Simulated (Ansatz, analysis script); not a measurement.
## Fe: energy less the state without spin against total moment, fitted and tested on a withheld row

The database entry behind the starting cell differs from later determinations by our own check (an axis about 0.7 % long against later determinations), so it need not match the best structure at ambient conditions.

System: Fe, 1 Fe in the cell, space group Im-3m. Cell as run: a = 2.499, b = 2.499, c = 2.499 Å, angles 109.5, 109.5, 109.5°, 1 atoms. From the study “Stoner picture of Fe”.

Method: Free energy against the fixed total moment and moment against field, from collinear runs; PBE, PAW set soft_1 (analysis script 1). Settings shared by all rows: cutoff 420 eV, 19×19×19 k-mesh, Fermi-Dirac occupations, smearing width 0.05 eV. Among the fixed moments, E(M) falls 588 meV below the state without spin and is lowest near 2.279 μB on this grid. I·N/2 = 3.1 is over 1, so the state without spin is unstable to a uniform moment. In doubt: the program's search for lower states was switched off, so a lower magnetic state than those reached may exist.

The table, with one value held back:

| total moment (μB/cell) | energy less the state without spin (meV/cell) |
| --- | --- |
| 0 | 0.0 |
| 0.326 | ? |
| 0.651 | -106.7 |
| 0.977 | -222.6 |
| 1.302 | -345.8 |
| 1.628 | -460.5 |
| 1.954 | -552.7 |
| 2.279 | -587.8 |
| 2.605 | -557.8 |
| 2.93 | -413.1 |

**Question.** What energy less the state without spin should the row at total moment = 0.326 μB/cell hold? Fit a suitable law to the other rows.

**Law.** Time reversal makes the energy even in the moment, so it is expanded as a Landau series from the state without spin. In symbols, E = c2 M² + c4 M⁴ + c6 M⁶, with energy less the state without spin in meV/cell.

**Fit.** Least squares on 8 rows gives c2 = -251.978, c4 = 30.981 and c6 = -0.84794.

| total moment (μB/cell) | computed | fit | computed − fit |
| --- | --- | --- | --- |
| 0.651 | -106.7 | -101.29 | -5.41 |
| 0.977 | -222.6 | -213.03 | -9.57 |
| 1.302 | -345.8 | -342.25 | -3.55 |
| 1.628 | -460.5 | -466.00 | 5.50 |
| 1.954 | -552.7 | -557.64 | 4.94 |
| 2.279 | -587.8 | -591.79 | 3.99 |
| 2.605 | -557.8 | -548.23 | -9.57 |
| 2.93 | -413.1 | -416.39 | 3.29 |

The quadratic term is negative, so within this fit the state without spin is unstable against a small uniform moment.

**Prediction.** At total moment = 0.326 μB/cell the law predicts -26.43 meV/cell. The computed value is -27.7 meV/cell, 1.27 below the prediction. The row lies between zero, where the law vanishes, and the first fitted row, so this is an interpolation. The miss is smaller than the rms residual of the fit, 6.19.

[Hosts, paths, dates, database ids (printed as entryN), source tags and the programs' standing remarks are cut or masked in the printed files.]
